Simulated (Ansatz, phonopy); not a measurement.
# How KCl (Sylvite, Fm-3m) expands on warming, part 2 of 2

Aim: the lattice, expansion, heat capacity and bulk modulus of KCl (Sylvite) as it warms.

What experiment has found for this phase:
- volume expansion coefficient 111.3 1e-6/K and heat capacity C_P per formula unit 51.7 J/mol/K near room temperature (given in “High-Throughput Prediction of Finite-Temperature Properties using the Quasi-Harmonic Approximation”, 2016, arXiv:1603.06924)
- volume expansion coefficient 114.9 1e-6/K near room temperature (given in “Descriptors for thermal expansion in solids”, 2017, arXiv:1701.03966)

Ansatz 0.2.0; DFT r2SCAN, scalar-relativistic, plane waves, PAW.

So far. Step 2 (A first coarse run): The start is under 0.0011 GPa at this level and looks like an insulator or semiconductor on this mesh. Step 4 (Tight relaxation): The residual pressure is 0.0012 GPa, small enough for phonons. The relaxed cell has a = 6.293 Å (conventional setting).

## 5. Phonons on strained cells

Thermal expansion follows from how the free energy of the vibrations (and of the electrons in a metal) changes with strain, so the program makes strained cells, their phonons and a fit in one run.

File input.yaml:

```yaml
crystal:
  lattice:
    - [0.0, 3.14647, 3.14647]
    - [3.14647, 0.0, 3.14647]
    - [3.14647, 3.14647, 0.0]
  atoms:
    - { symbol: K, position: [0.0, 0.0, 0.0] }
    - { symbol: Cl, position: [0.5, 0.5, 0.5] }
kpoints:
  mp_grid: { grid: [8, 8, 8] }
hamiltonian:
  xc: r2scan
scf:
  occupations: { method: fixed }
  lower_state_search: "off"
output:
  eigenvalues: true
phonons:
  method: dfpt
  qmesh: [4, 4, 4]
  temperatures: { t_max: 800.0, t_step: 50 }
  thermal_expansion: {}
```

Command:

```sh
$ ansatz run input.yaml --threads 8 --pin off --max-ram 16384MiB --backend cpu --events-out ev --progress --plain --runs-dir out
```

Numbers of over 12 decimals in the logs are rounded to 6 here.

Output:

```text
[...]
Crystal: 2 atoms, lattice volume = 62.302 Å³
Basis set: ecut = 580 eV, 1989 PW (Γ), exchange–correlation on 288×288×288 points (512 copies of the dense FFT grid, shifted against one another)
Bands: 12, of which v1, the nominal top of the filled ones, is band 8 counted from 1 (7 counted from 0)
Symmetry: 48 space group operations
[...]
k-points: 29 of 512
[...]
SCF iter   1: F=-2630.472551 eV  HF=-2630.455886 eV  |F-HF|=1.67e-2  |Δ(HF+E_count)|=         —  Δρ=3.92e-3  dr2=4.87e-3  dr2_τ=1.47e-3  ethr=1.77e-3  ⟨swp⟩=4.7  Hψ=2020  notcnv=0  defer=38
[...]
SCF iter   7: F=-2630.473875 eV  HF=-2630.473875 eV  |F-HF|=4.55e-13  |Δ(HF+E_count)|=  6.50e-11  Δρ=2.35e-8  dr2=3.98e-13  dr2_τ=2.47e-14  ethr=1.00e-12  ⟨swp⟩=8.1  Hψ=2213  notcnv=0
SCF 1 converged in 7 iterations: F = -2630.473875 eV  dr2 = 3.98e-13
[...]
relax step   1: F+E_penalty+E_count = -2630.47387487 eV  Δ(F+E_penalty+E_count) = +0.000e0 eV  max|allowed force component| = 2.787e-29 eV/Å  Δτ_max = 0.0000 Å  (7 SCF iters, accepted)
SCF converged after 7 iterations
Free energy (F): -2630.473875 eV
[...]
Internal energy: -2630.473875 eV  (E = F + TS)
E sigma→0 (E₀):  -2630.473875 eV
Fermi energy:    0.434084 eV
[...]
--- Stress (GPa, compression-positive) ---
        0.000908       0.000000       0.000000
       -0.000000       0.000908      -0.000000
        0.000000      -0.000000       0.000908
  P = ⅓ Tr σ = 0.0009 GPa (0.009 kbar)
--- Band table (eV; the first three rows and the last of 29) ---
  k-point 0: bands = [... 4 lower, -10.4526, 0.4341, 0.4341, 0.4341, 6.2599, 9.4478, 9.4478, 9.4478]
  k-point 1: bands = [... 4 lower, -10.4190, 0.2491, 0.3840, 0.3840, 6.6340, 9.2995, 9.6507, 9.6507]
  k-point 2: bands = [... 4 lower, -10.3411, -0.1434, 0.2673, 0.2673, 7.5126, 9.1736, 10.2280, 10.2280]
  k-point 28: bands = [... 4 lower, -10.3741, -0.0479, -0.0430, -0.0430, 9.0122, 9.0122, 10.7716, 11.1593]
── thermal expansion: 3 new cells, 3 in all ──
thermal expansion: relaxation of cell 2
thermal expansion: relaxation of cell 3
── thermal expansion: 2 new cells, 5 in all ──
thermal expansion: relaxation of cell 4
thermal expansion: phonons of cell 4
thermal expansion: relaxation of cell 5
thermal expansion: phonons of cell 5
── thermal expansion: 8 new cells, 13 in all ──
thermal expansion: relaxation of cell 6
thermal expansion: relaxation of cell 7
thermal expansion: relaxation of cell 8
thermal expansion: relaxation of cell 9
thermal expansion: relaxation of cell 10
thermal expansion: relaxation of cell 11
thermal expansion: relaxation of cell 12
thermal expansion: relaxation of cell 13
thermal expansion: phonons of cell 6
thermal expansion: phonons of cell 7
thermal expansion: phonons of cell 8
thermal expansion: phonons of cell 9
thermal expansion: phonons of cell 10
--- Relaxed structure (1 steps of the walk, 1 accepted, 0 SCFs on fresh bases) ---
  F+E_penalty+E_count = -2630.47387487 eV   max|allowed force component| = 2.787e-29 eV/Å
  atoms:
    - { symbol: K, position: [0.0, 0.0, 0.0] }
    - { symbol: Cl, position: [0.500000, 0.500000, 0.500000] }
--- Thermal expansion: 13 cells in 3 rounds, 0 GPa ---
  no lower state was looked for at cell 4: scf.lower_state_search: off
  without vibrations: a 4.44985, b 4.44985, c 4.44985 Å, V 62.3049 Å³, B 19.15 GPa
  at 0 K: a 4.46466, b 4.46466, c 4.46466 Å, V 62.9290 Å³, B 18.53 GPa
  zero-point expansion: a +0.333, b +0.333, c +0.333, V +1.002 %
      T/K        a/Å        b/Å        c/Å       V/Å³ | expansion of a, b, c, V (1e-6/K)   | that of V in the mean from 25 °C | C_P, C_V (J/mol K of the cell) | B_T, B_S (GPa)
     0.00    4.46466    4.46466    4.46466    62.9290 |    0.00    0.00    0.00    0.00 |   87.52 |     0.000     0.000 |    18.53    18.53
   100.00    4.47068    4.47068    4.47068    63.1837 |   28.98   28.98   28.98   86.94 |  111.81 |    40.073    39.558 |    17.91    18.14
   200.00    4.48613    4.48613    4.48613    63.8413 |   38.32   38.32   38.32  114.97 |  122.04 |    48.748    47.046 |    16.74    17.35
   298.15    4.50419    4.50419    4.50419    64.6152 |   43.41   43.41   43.41  130.23 |       - |    51.680    48.630 |    15.50    16.47
   350.00    4.51465    4.51465    4.51465    65.0664 |   46.09   46.09   46.09  138.28 |  134.68 |    52.875    48.992 |    14.81    15.98
   450.00    4.53682    4.53682    4.53682    66.0299 |   52.17   52.17   52.17  156.51 |  144.18 |    55.230    49.370 |    13.37    14.96
   550.00    4.56236    4.56236    4.56236    67.1511 |   60.64   60.64   60.64  181.93 |  155.83 |    58.208    49.560 |    11.75    13.80
   650.00    4.59297    4.59297    4.59297    68.5118 |   74.40   74.40   74.40  223.19 |  171.39 |    62.793    49.668 |     9.82    12.42
   750.00    4.63294    4.63294    4.63294    70.3162 |  103.35  103.35  103.35  310.06 |  195.26 |    72.161    49.737 |     7.34    10.66
   800.00    4.66043    4.66043    4.66043    71.5754 |  137.96  137.96  137.96  413.87 |  214.64 |    83.247    49.763 |     5.67     9.48
  the static fit leaves 0.001 meV an atom of the energies and, of the stresses, 0.000 GPa of each cell's largest along a strain (root mean squares over the cells), whose Pulay part it has at -0.006 GPa
  vibrations' free energy: its fit leaves 0.0009 meV an atom at the most
  the electrons' free energy at temperature is not in it: every band gap is over 0.83 eV
  free energies summed between the sampled wave vectors
  estimated error of the fitted expansion in any direction: up to 15.627e-6/K, at 800 K (an estimate, not a bound: it was exceeded on models of known expansion)
  by sums over the sampled wave vectors an expansion of the volume parts by up to 7.82e-6/K
  by a static energy of one degree less an expansion of the volume parts by up to 12.56e-6/K
  the FFT grids of the static calculations differ: 36 × 36 × 36, 40 × 40 × 40
  band gaps on the cells' k-points are 5.298 to 5.933 eV
```

Wall time 48 min (8 threads of Arm Neoverse V2, shared host); peak memory 7.7 GiB; 6.2 h of CPU time.

Numbers from this step:

```
pressure                                         : 9.08e-4 GPa
volume expansion coefficient at 298 K            : 130.2 1e-6/K
C_P at 298 K                                     : 25.84 J/mol-atom/K
entropy at 298 K                                 : 42.31 J/mol-atom/K
isothermal bulk modulus at 298 K                 : 15.50 GPa
Grüneisen parameter at 298 K                     : 1.615
volume at 298 K                                  : 32.31 Å³/atom
principal linear expansion coefficients at 298 K : 43.41, 43.41, 43.41 1e-6/K
```

Strained cells of the study; zero-point energy where phonons were solved; the pressures are stresses at a fixed cutoff and can carry an offset from the finite basis. Expansion cells, by row:

```tsv
cell	|a| (Å)	|b| (Å)	|c| (Å)	V (Å³/atom)	E - E_lowest (meV/atom)	pressure, compression positive (GPa)	gap (eV)	zero-point energy (meV/atom)
1	4.45	4.45	4.45	31.15	0	-0.006	5.826	-
2	4.485	4.485	4.485	31.9	1.035	-0.437	5.742	-
3	4.414	4.414	4.414	30.42	1.094	0.48	5.912	-
4	4.45	4.45	4.45	31.16	0.001	-0.012	5.825	21.82
5	4.473	4.473	4.473	31.63	0.426	-0.287	5.772	21.27
6	4.492	4.492	4.492	32.05	1.468	-0.515	5.727	20.79
7	4.535	4.535	4.535	32.97	5.656	-0.949	5.632	19.78
8	4.578	4.578	4.578	33.91	12.34	-1.324	5.541	18.79
9	4.621	4.621	4.621	34.88	21.32	-1.643	5.453	17.8
10	4.664	4.664	4.664	35.88	32.39	-1.914	5.368	16.83
11	4.406	4.406	4.406	30.24	1.683	0.604	5.933	-
12	4.428	4.428	4.428	30.7	0.406	0.285	5.878	-
13	4.702	4.702	4.702	36.75	43.27	-2.109	5.298	-
```

Quasi-harmonic; a, b, c are the run's own cell vectors. Expansion, by row:

```tsv
T (K)	a (Å)	b (Å)	c (Å)	alpha (deg)	beta (deg)	gamma (deg)	cell volume (Å³/cell)	alpha_a (1e-6/K)	alpha_b (1e-6/K)	alpha_c (1e-6/K)	alpha_V (1e-6/K)	C_P (J/mol-atom/K)	C_V (J/mol-atom/K)	S (J/mol-atom/K)	B_T (GPa)	B_S (GPa)	Grueneisen	extrapolation	fit error (1e-6/K)
0	4.465	4.465	4.465	60	60	60	62.93	0	0	0	0	0	0	0	18.53	18.53	-	0	0
50	4.466	4.466	4.466	60	60	60	62.97	13.97	13.97	13.97	41.9	11.22	11.19	5.608	18.39	18.44	1.305	0	0.02
100	4.471	4.471	4.471	60	60	60	63.18	28.98	28.98	28.98	86.94	20.04	19.78	16.68	17.91	18.14	1.498	0	0.11
150	4.478	4.478	4.478	60	60	60	63.49	34.91	34.91	34.91	104.7	23	22.46	25.45	17.34	17.76	1.546	0	0.15
200	4.486	4.486	4.486	60	60	60	63.84	38.32	38.32	38.32	115	24.37	23.52	32.28	16.74	17.35	1.573	0	0.12
250	4.495	4.495	4.495	60	60	60	64.22	41	41	41	123	25.22	24.04	37.81	16.12	16.91	1.595	0	0.06
298.1	4.504	4.504	4.504	60	60	60	64.62	43.41	43.41	43.41	130.2	25.84	24.32	42.31	15.5	16.47	1.615	0	0.13
300	4.505	4.505	4.505	60	60	60	64.63	43.5	43.5	43.5	130.5	25.86	24.32	42.47	15.48	16.46	1.616	0	0.14
350	4.515	4.515	4.515	60	60	60	65.07	46.09	46.09	46.09	138.3	26.44	24.5	46.5	14.81	15.98	1.638	0	0.26
400	4.525	4.525	4.525	60	60	60	65.53	48.93	48.93	48.93	146.8	27.01	24.61	50.07	14.11	15.48	1.661	0	0.35
450	4.537	4.537	4.537	60	60	60	66.03	52.17	52.17	52.17	156.5	27.61	24.68	53.28	13.37	14.96	1.686	0	0.37
500	4.549	4.549	4.549	60	60	60	66.57	55.99	55.99	55.99	168	28.3	24.74	56.23	12.59	14.4	1.713	0	0.26
550	4.562	4.562	4.562	60	60	60	67.15	60.64	60.64	60.64	181.9	29.1	24.78	58.96	11.75	13.8	1.744	0	0.21
600	4.577	4.577	4.577	60	60	60	67.79	66.55	66.55	66.55	199.6	30.1	24.81	61.53	10.83	13.14	1.779	0	0.68
650	4.593	4.593	4.593	60	60	60	68.51	74.4	74.4	74.4	223.2	31.4	24.83	63.99	9.82	12.42	1.821	0	1.14
700	4.611	4.611	4.611	60	60	60	69.33	85.59	85.59	85.59	256.8	33.22	24.85	66.38	8.68	11.6	1.873	0	0.71
750	4.633	4.633	4.633	60	60	60	70.32	103.3	103.3	103.3	310.1	36.08	24.87	68.76	7.34	10.66	1.939	0	2.67
800	4.66	4.66	4.66	60	60	60	71.58	138	138	138	413.9	41.62	24.88	71.24	5.67	9.48	2.032	0	15.63
```

Table of expansion coefficient by temperature; values in 1e-6/K:

```tsv
temperature (K)	volume	principal 1
0	0	0
50	41.9	14.0
100	86.9	29.0
150	105	34.9
200	115	38.3
250	123	41
298	130	43.4
300	131	43.5
350	138	46.1
400	147	48.9
450	157	52.2
500	168	56.0
550	182	60.6
600	200	66.5
650	223	74.4
700	257	85.6
750	310	103
800	414	138
```

At 298 K the volume expansion is 130 × 10⁻⁶/K and B_T is 15.5 GPa. The program raised the cutoff to 580 eV by itself: with no cutoff typed, the study takes about 1.16 times the default for its relaxations and scales it with the volume for the phonons.

## 6. Quasi-harmonic fit by phonopy

This step: DFT r2SCAN, scalar-relativistic, plane waves, PAW (phonopy 4.10.0).

Numbers from this step:

```
volume expansion coefficient at 300 K : 130.2 1e-6/K
isothermal bulk modulus at 300 K      : 15.49 GPa
C_P at 300 K                          : 25.95 J/mol-atom/K
Grüneisen parameter at 300 K          : 1.614
```

Table of energy (each curve on its own zero) by volume; values in meV/atom:

```tsv
volume (Å³/atom)	static	F at 0 K	F at 300 K	F at 800 K
31.16	0	2.24	8.34	21.8
31.63	0.43	2.11	6.92	17.4
32.05	1.47	2.67	6.29	14.1
32.97	5.66	5.85	6.8	8.68
33.91	12.3	11.5	9.61	5.24
34.88	21.3	19.5	14.5	3.46
35.88	32.4	29.6	21.2	3
```

Phonopy-qha, vinet fit of F(V) at each temperature. Qha vinet, by row:

```tsv
T (K)	fitted volume (Å³/atom)	alpha_V (1e-6/K)	B_T (GPa)	C_P (J/mol-atom/K)	Grueneisen
100	31.59	82.67	17.93	19.99	1.425
150	31.75	103.4	17.38	23.2	1.529
200	31.92	114.2	16.78	24.54	1.567
250	32.11	122.5	16.16	25.34	1.592
300	32.31	130.2	15.49	25.95	1.614
350	32.53	138.2	14.8	26.51	1.636
400	32.76	147.2	14.07	27.07	1.66
450	33.01	157.5	13.3	27.68	1.687
500	33.28	169.8	12.49	28.37	1.718
550	33.58	184.6	11.63	29.2	1.752
600	33.9	203	10.73	30.22	1.792
650	34.27	226.4	9.78	31.52	1.839
700	34.68	257.1	8.77	33.25	1.894
750	35.16	299.2	7.69	35.66	1.96
```

Table of volume expansion coefficient by temperature; values in 1e-6/K:

```tsv
temperature (K)	phonopy-qha, Vinet	Ansatz's own study
100	82.7	86.9
150	103	105
200	114	115
250	122	123
300	130	131
350	138	138
400	147	147
450	158	157
500	170	168
550	185	182
600	203	200
650	226	223
700	257	257
750	299	310
```

The fit gives a volume expansion of 130 × 10⁻⁶/K at 300 K, against 130 at 298 K from the study itself, whose static fit uses more cells.

## 7. Results

* settings of these figures: r2SCAN, 580 eV, k 8×8×8, q 4×4×4
* volume expansion coefficient at 298 K: 130.2 1e-6/K
* C_P at 298 K: 25.84 J/mol-atom/K
* entropy at 298 K: 42.31 J/mol-atom/K
* isothermal bulk modulus at 298 K: 15.50 GPa
* Grüneisen parameter at 298 K: 1.615
* volume at 298 K: 32.31 Å³/atom
* principal linear expansion coefficients at 298 K: 43.41, 43.41, 43.41 1e-6/K

What this shows: Near room temperature KCl (Sylvite) expands by 130 × 10⁻⁶/K in volume by r2SCAN, with C_P = 25.8 J/(mol K) per mole of atoms and B_T = 15.5 GPa. At some temperatures (first at 800 K) the program's own estimate of the fit error is large against the linear coefficients, so those rows are unreliable. Between 298.15 and 800 K the bulk modulus falls by 63 % and the Grüneisen parameter grows; in this range the quasi-harmonic approximation, which lacks anharmonicity at fixed volume, tends to overshoot. C_P at room temperature is 104 % of the classical 3R an atom; C_V is 97 %, and the rest is expansion work. A measured volume expansion coefficient near room temperature is 111.3 1e-6/K (arXiv:1603.06924); the calculated 130 1e-6/K differs by +17 %. A measured heat capacity per formula unit near room temperature is 51.7 J/mol/K (arXiv:1603.06924); the calculated 51.7 J/mol/K agrees within half a per cent. The PAW files were made for PBE and are used here under another functional, for which the program regenerates the frozen cores.

[Logs are printed without paths, hosts, clocks, repeated set-up lines and the standing remarks that a program may print on its own settings, such as how far it seeks lower states.]

[Hosts, paths, dates, database ids (printed as entryN), source tags and the programs' standing remarks are cut or masked in the printed files.]

[A step with changed settings may run another functional than the one named; its input shows which.]
